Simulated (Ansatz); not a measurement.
Planning a run of Ansatz 0.2.0 on SiO2 (P3_221). The input:

```yaml
crystal:
  lattice:
    - [4.91636, 0.0, 0.0]
    - [-2.45818, 4.2576926541, 0.0]
    - [0.0, 0.0, 5.4084]
  atoms:
    - { symbol: Si, position: [0.46973, 0.0, 0.6666666667] }
    - { symbol: Si, position: [0.0, 0.46973, 0.3333333333] }
    - { symbol: Si, position: [0.53027, 0.53027, 0.0] }
    - { symbol: O, position: [0.41354, 0.26758, 0.78558] }
    - { symbol: O, position: [0.73242, 0.14596, 0.4522466667] }
    - { symbol: O, position: [0.85404, 0.58646, 0.1189133333] }
    - { symbol: O, position: [0.26758, 0.41354, 0.21442] }
    - { symbol: O, position: [0.14596, 0.73242, 0.5477533333] }
    - { symbol: O, position: [0.58646, 0.85404, 0.8810866667] }
kpoints:
  mp_grid: { grid: [6, 6, 4] }
hamiltonian:
  xc: pbe
  pseudopotentials: { kind: paw, azcp: { folder: soft_1 } }
scf:
  occupations: { method: fixed }
gw:
  n_empty_bands: 102
  ecut_chi: 54
  qp_bands: [v3, c3]
  qp_kpoints: band_edges
  screening: { model: contour_deformation }
```

```sh
ansatz run input.yaml --threads 3 --pin off --max-ram 92160MiB --backend cuda --events-out ev --progress --plain --runs-dir out --devices 1 --max-vram 13GiB
```

**Question.** Estimate wall time and host memory on 1 × NVIDIA H100 80GB HBM3 (shared by 6 runs) with 3 threads of AMD EPYC 7R13 (Zen 3), shared host.

It took 25 s; on shared hardware allow 12 s to 49 s. Peak host memory was 1.2 GiB. The sizes that set the cost: 2209 plane waves a state, 24 irreducible k points, 126 bands summed, 97 plane waves in the screening and 8 SCF cycles.

The screening grows as filled bands × empty bands × pairs of k points, times the square of the screening basis for the matrix.

[Paths, hosts, dates, memory and timing lines, banners, echoed tables and standing remarks are left out of the program output.]

[Logs are printed without paths, hosts, clocks, repeated set-up lines and the standing remarks that a program may print on its own settings, such as how far it seeks lower states.]

[Runs of the session that timed out or met a known fault of the program may be left out.]

[Cells called generated may have been cut or substituted from an entry of the Crystallography Open Database or the Materials Project.]

[Hosts, paths, dates, database ids (printed as entryN), source tags and the programs' standing remarks are cut or masked in the printed files.]
